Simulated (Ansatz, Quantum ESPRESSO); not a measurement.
## Lattice dynamics of CdF2 (Fm-3m) in two programs

Aim: the phonon dispersion of CdF2 (Fm-3m), checked by a second program.

Main program and level: Quantum ESPRESSO 7.5; DFT LDA, scalar-relativistic, plane waves, GBRV ultrasoft pseudopotentials.

**1. The starting structure**

Symmetry: Fm-3m, No. 225, cubic system. Conventional cell: a = 5.388 Å, b = 5.388 Å, c = 5.388 Å, α = 90.00°, β = 90.00°, γ = 90.00°. Nearest to Cd lie 8 F at 2.33 Å. Nearest to F lie 4 Cd at 2.33 Å. Farther neighbours, and contacts between anions beyond the nearest, are not listed.

**2. A probe with smearing**

Before anything dear is run, a loose run with smearing shows whether this is a metal and how far the cell is from rest.

The input, probe.in:

```
 &control
    calculation='scf',
    prefix='x',
    outdir='./tmp',
    pseudo_dir='./pseudo',
    tprnfor=.true.,
    tstress=.true.,
    verbosity='high',
 /
 &system
    ibrav=2,
    celldm(1)=10.18184436,
    nat=3,
    ntyp=2,
    ecutwfc=45.0,
    ecutrho=270.0,
    occupations='smearing',
    smearing='gaussian',
    degauss=0.01,
 /
 &electrons
    conv_thr=1.0d-07,
    mixing_beta=0.7,
    electron_maxstep=100,
 /
ATOMIC_SPECIES
 Cd    112.4140  Cd.upf
 F      18.9984  F.upf
ATOMIC_POSITIONS crystal
 Cd     0.000000000   0.000000000   0.000000000
 F      0.750000000   0.750000000   0.750000000
 F      0.250000000   0.250000000   0.250000000
K_POINTS automatic
 6 6 6 0 0 0
```

Launch:

```sh
$ OMP_NUM_THREADS=1 mpirun -n 4 pw.x -nk 4 -in probe.in > probe.out
```

Log:

```text
[banners, grids and lines that vanish by symmetry left out]
Program PWSCF v.7.5
     bravais-lattice index     =            2
     lattice parameter (alat)  =      10.1818  a.u.
[...]
kinetic-energy cutoff     =      45.0000  Ry
     charge density cutoff     =     270.0000  Ry
     scf convergence threshold =      1.0E-07
[...]
(   1   1   0   0   0   0   0)
[...]
48 Sym. Ops., with inversion, found
[...]
(     0          1          0      )
                  (     0          0          1      )
                  (  0.0000000  1.0000000  0.0000000 )
                  (  0.0000000  0.0000000  1.0000000 )
[...]
(     1          0         -1      )
                  (     0          0         -1      )
                  (  0.0000000 -1.0000000  0.0000000 )
                  (  0.0000000  0.0000000  1.0000000 )
[...]
(     0          1         -1      )
                  (     0          1          0      )
                  ( -1.0000000  0.0000000  0.0000000 )
                  (  0.0000000  1.0000000  0.0000000 )
[...]
number of k points=    16  Gaussian smearing, width (Ry)=  0.0100
[...]
End of self-consistent calculation
[...]
the Fermi energy is     5.8738 ev
!    total energy              =    -211.79043244 Ry
[...]
convergence has been achieved in   7 iterations
[...]
atom    1 type  1   force =     0.00000000    0.00000000    0.00000000
     atom    2 type  2   force =     0.00000000    0.00000000    0.00000000
     atom    3 type  2   force =     0.00000000    0.00000000    0.00000000
     Total force =     0.000000     Total SCF correction =     0.000000
[...]
total   stress  (Ry/bohr**3)                   (kbar)     P=      -50.86
[...]
XML data file, charge density, pseudopotentials, collected wavefunctions

   JOB DONE.
```

It took 3.3 s on 4 MPI ranks of Intel Xeon Platinum 8559C (Emerald Rapids), shared host; peak memory of a rank 0.07 GiB.

This step gave:

| Item | Value |
| --- | --- |
| volume per atom | 13.03 Å³ |
| pressure | -5.086 GPa |
| gap on the k-mesh | 2.776 eV |

A gap of 2.8 eV opens on this mesh, so the crystal is taken as an insulator; the start stands at -5.1 GPa.

**3. Relaxation**

Frequencies change by per cents with a per cent of volume, so the structure is first brought to rest at this level of theory.

The input, relax.in:

```
 &control
    calculation='vc-relax',
    prefix='x',
    outdir='./tmp',
    pseudo_dir='./pseudo',
    tprnfor=.true.,
    tstress=.true.,
    forc_conv_thr=2.0d-05,
    etot_conv_thr=1.0d-07,
    nstep=40,
 /
 &system
    ibrav=2,
    celldm(1)=10.18184436,
    nat=3,
    ntyp=2,
    ecutwfc=45.0,
    ecutrho=270.0,
    occupations='fixed',
    nbnd=15,
 /
 &electrons
    conv_thr=1.0d-11,
    mixing_beta=0.7,
    electron_maxstep=100,
 /
 &ions
 /
 &cell
    press_conv_thr=0.1,
 /
ATOMIC_SPECIES
 Cd    112.4140  Cd.upf
 F      18.9984  F.upf
ATOMIC_POSITIONS crystal
 Cd     0.000000000   0.000000000   0.000000000
 F      0.750000000   0.750000000   0.750000000
 F      0.250000000   0.250000000   0.250000000
K_POINTS automatic
 6 6 6 0 0 0
```

Launch:

```sh
$ OMP_NUM_THREADS=1 mpirun -n 4 pw.x -nk 4 -in relax.in > relax.out
```

Log:

```text
[banners, grids and lines that vanish by symmetry left out]
[banner, memory and clock lines left out]
Program PWSCF v.7.5

[...]
kinetic-energy cutoff     =      45.0000  Ry
     charge density cutoff     =     270.0000  Ry
     scf convergence threshold =      1.0E-11
[...]
energy convergence thresh.=      1.0E-07
     force convergence thresh. =      2.0E-05
     press convergence thresh. =      1.0E-01
                           (   1   1   0   0   0   0   0)
[...]
48 Sym. Ops., with inversion, found
[...]
number of k points=    16
[...]
End of self-consistent calculation
[...]
highest occupied, lowest unoccupied level (ev):     4.3302    7.1066
!    total energy              =    -211.79043245 Ry
[...]
convergence has been achieved in   9 iterations
[...]
atom    1 type  1   force =     0.00000000   -0.00000000    0.00000000
     atom    2 type  2   force =     0.00000000    0.00000000    0.00000000
     atom    3 type  2   force =     0.00000000    0.00000000    0.00000000
     Total force =     0.000000     Total SCF correction =     0.000000
[...]
total   stress  (Ry/bohr**3)                   (kbar)     P=      -50.74
[...]
number of bfgs steps    =   0
[...]
CELL_PARAMETERS (alat= 10.18184436)
[...]
ATOMIC_POSITIONS (crystal)
Cd               0.0000000000        0.0000000000       -0.0000000000
F                0.7500000000        0.7500000000        0.7500000000
F                0.2500000000        0.2500000000        0.2500000000
[...]
New effective cutoffs (rho, wfc):  274.32   45.75
[...]
End of self-consistent calculation
[...]
highest occupied, lowest unoccupied level (ev):     4.6941    7.5611
!    total energy              =    -211.79211781 Ry
[...]
convergence has been achieved in   7 iterations
[...]
atom    1 type  1   force =     0.00000000    0.00000000    0.00000000
     atom    2 type  2   force =    -0.00000000    0.00000000   -0.00000000
     atom    3 type  2   force =     0.00000000   -0.00000000    0.00000000
     Total force =     0.000000     Total SCF correction =     0.000000
[...]
total   stress  (Ry/bohr**3)                   (kbar)     P=      -22.89
[...]
number of bfgs steps    =   1
[...]
CELL_PARAMETERS (alat= 10.18184436)
[...]
ATOMIC_POSITIONS (crystal)
Cd               0.0000000000        0.0000000000       -0.0000000000
[...]
New effective cutoffs (rho, wfc):  278.17   46.39
[...]
End of self-consistent calculation
[...]
highest occupied, lowest unoccupied level (ev):     4.9960    7.9363
!    total energy              =    -211.79250069 Ry
[...]
convergence has been achieved in   9 iterations
[...]
atom    1 type  1   force =     0.00000000   -0.00000000    0.00000000
     atom    2 type  2   force =    -0.00000000    0.00000000    0.00000000
     atom    3 type  2   force =     0.00000000    0.00000000   -0.00000000
     Total force =     0.000000     Total SCF correction =     0.000000
[...]
total   stress  (Ry/bohr**3)                   (kbar)     P=        2.08
[...]
number of bfgs steps    =   2
[...]
CELL_PARAMETERS (alat= 10.18184436)
ATOMIC_POSITIONS (crystal)
[...]
New effective cutoffs (rho, wfc):  277.85   46.34
[...]
End of self-consistent calculation
[...]
highest occupied, lowest unoccupied level (ev):     4.9708    7.9050
!    total energy              =    -211.79250364 Ry
[...]
convergence has been achieved in   7 iterations
[...]
atom    1 type  1   force =    -0.00000000   -0.00000000    0.00000000
     atom    2 type  2   force =     0.00000000    0.00000000   -0.00000000
     atom    3 type  2   force =    -0.00000000    0.00000000   -0.00000000
     Total force =     0.000000     Total SCF correction =     0.000000
[...]
total   stress  (Ry/bohr**3)                   (kbar)     P=       -0.07
[...]
number of bfgs steps    =   3
[...]
small trust_radius: resetting bfgs history
[...]
CELL_PARAMETERS (alat= 10.18184436)
ATOMIC_POSITIONS (crystal)
[...]
New effective cutoffs (rho, wfc):  277.85   46.34
[...]
End of self-consistent calculation
[...]
highest occupied, lowest unoccupied level (ev):     4.9713    7.9057
!    total energy              =    -211.79250364 Ry
[...]
convergence has been achieved in   5 iterations
[...]
atom    1 type  1   force =     0.00000000   -0.00000000    0.00000000
     atom    2 type  2   force =     0.00000000    0.00000000   -0.00000000
     atom    3 type  2   force =     0.00000000    0.00000000    0.00000000
     Total force =     0.000000     Total SCF correction =     0.000000
[...]
total   stress  (Ry/bohr**3)                   (kbar)     P=       -0.03
[...]
bfgs converged in   5 scf cycles and   4 bfgs steps
     End of BFGS Geometry Optimization
     Final enthalpy           =    -211.7925036424 Ry
     File ./tmp/x.bfgs deleted, as requested
[...]
CELL_PARAMETERS (alat= 10.18184436)
[...]
ATOMIC_POSITIONS (crystal)
F                0.7500000000        0.7500000000        0.7500000000
F                0.2500000000        0.2500000000        0.2500000000
[...]
Final scf calculation at the relaxed structure.
[...]
kinetic-energy cutoff     =      45.0000  Ry
     charge density cutoff     =     270.0000  Ry
     scf convergence threshold =      1.0E-13
[...]
press convergence thresh. =      1.0E-01
                           (   1   1   0   0   0   0   0)
[...]
48 Sym. Ops., with inversion, found
[...]
number of k points=    16
[...]
End of self-consistent calculation
[...]
highest occupied, lowest unoccupied level (ev):     4.9714    7.9056
!    total energy              =    -211.79245036 Ry
[...]
convergence has been achieved in  12 iterations
[...]
atom    1 type  1   force =    -0.00000000   -0.00000000   -0.00000000
     atom    2 type  2   force =     0.00000000    0.00000000   -0.00000000
     atom    3 type  2   force =     0.00000000    0.00000000    0.00000000
     Total force =     0.000000     Total SCF correction =     0.000000
[...]
total   stress  (Ry/bohr**3)                   (kbar)     P=        0.74
[...]
XML data file, charge density, pseudopotentials, collected wavefunctions
```

The job ended after 10 s (4 MPI ranks; peak memory of a rank 0.07 GiB; 40 s of CPU time).

The steps of the relaxation:

```csv
step,energy less that of the first step (eV),largest force (eV/Å),pressure (GPa),volume (Å³)
1,0.0000,0.0000,-5.07,39.10
2,-0.0229,0.0000,-2.29,38.10
3,-0.0281,0.0000,0.21,37.31
4,-0.0282,0.0000,-0.01,37.38
5,-0.0282,0.0000,0.00,37.38
6,-0.0275,0.0000,0.07,37.38
```

```csv
"conventional cell, symmetrised",before,after,change
a (Å),5.388,5.307,-1.5 %
b (Å),5.388,5.307,-1.5 %
c (Å),5.388,5.307,-1.5 %
volume (Å³/atom),13.03,12.46,-4.4 %
```

The relaxed structure:

```cif
data_structure
_symmetry_space_group_name_H-M 'P 1'
_symmetry_Int_Tables_number 1
_cell_length_a 3.7530
_cell_length_b 3.7530
_cell_length_c 3.7530
_cell_angle_alpha 60.000
_cell_angle_beta 60.000
_cell_angle_gamma 60.000
_cell_volume 37.38
loop_
_atom_site_label
_atom_site_type_symbol
_atom_site_fract_x
_atom_site_fract_y
_atom_site_fract_z
_atom_site_occupancy
Cd1 Cd 0.00000 0.00000 0.00000 1
F2 F 0.75000 0.75000 0.75000 1
F3 F 0.25000 0.25000 0.25000 1
```

The last row of the table of steps is pw.x's closing run on a basis chosen anew for the final cell, so its energy can jump.

Read from the output:

| Quantity | Value |
| --- | --- |
| volume per atom | 12.46 Å³ |
| pressure | 0.074 GPa |
| gap on the k-mesh | 2.934 eV |

The volume changes by -4.4 % from the cell with which this run began.

**4. Self-consistent run for the response**

Perturbation theory inherits every error of the wavefunctions, so the threshold is set near the limit of the arithmetic. With a gap, occupations are fixed, which also allows the response to an electric field.

The input, scf.in:

```
 &control
    calculation='scf',
    prefix='x',
    outdir='./tmp',
    pseudo_dir='./pseudo',
    tprnfor=.true.,
    tstress=.true.,
 /
 &system
    ibrav=2,
    celldm(1)=10.02971818,
    nat=3,
    ntyp=2,
    ecutwfc=45.0,
    ecutrho=270.0,
    occupations='fixed',
    nbnd=15,
 /
 &electrons
    conv_thr=1.0d-12,
    mixing_beta=0.7,
    electron_maxstep=100,
 /
ATOMIC_SPECIES
 Cd    112.4140  Cd.upf
 F      18.9984  F.upf
ATOMIC_POSITIONS crystal
 Cd     0.000000000   0.000000000   0.000000000
 F      0.750000000   0.750000000   0.750000000
 F      0.250000000   0.250000000   0.250000000
K_POINTS automatic
 8 8 8 0 0 0
```

Launch:

```sh
$ OMP_NUM_THREADS=1 mpirun -n 4 pw.x -nk 4 -in scf.in > scf.out
```

Log:

```text
[banners, grids and lines that vanish by symmetry left out]
[banner, memory and clock lines left out]
Program PWSCF v.7.5

[...]
kinetic-energy cutoff     =      45.0000  Ry
     charge density cutoff     =     270.0000  Ry
     scf convergence threshold =      1.0E-12
[...]
(   1   1   0   0   0   0   0)
[...]
48 Sym. Ops., with inversion, found
[...]
number of k points=    29
[...]
End of self-consistent calculation
[...]
highest occupied, lowest unoccupied level (ev):     4.9931    7.9056
!    total energy              =    -211.79245267 Ry
[...]
convergence has been achieved in  10 iterations
[...]
atom    1 type  1   force =    -0.00000000   -0.00000000   -0.00000000
     atom    2 type  2   force =     0.00000000    0.00000000    0.00000000
     atom    3 type  2   force =    -0.00000000   -0.00000000   -0.00000000
     Total force =     0.000000     Total SCF correction =     0.000000
[...]
total   stress  (Ry/bohr**3)                   (kbar)     P=        0.73
[...]
XML data file, charge density, pseudopotentials, collected wavefunctions
```

Elapsed: 5.4 s, on 4 MPI ranks; peak memory of a rank 0.07 GiB.

This step gave:

* pressure: 0.073 GPa
* gap on the k-mesh: 2.912 eV

The cell stands at 0.073 GPa, close enough for phonons.

(Continued in part 2 of 4.)

[Long decimals in the printed logs are rounded to 6 places.]

[Host names, launcher messages, clock columns and parts of forces and stress are left out of these logs.]

[Logs are printed without paths, hosts, clocks, repeated set-up lines and the standing remarks that a program may print on its own settings, such as how far it seeks lower states.]

[Hosts, paths, dates, database ids (printed as entryN), source tags and the programs' standing remarks are cut or masked in the printed files.]

[Where Elk ran, warnings of its patched build on accuracy (core leakage, angular cutoffs, spin-orbit splittings, empty states, lower magnetic states) are left out.]

[Sessions in which a second program contradicted a gradient-corrected response are left out of this set, so agreement between programs is selected.]
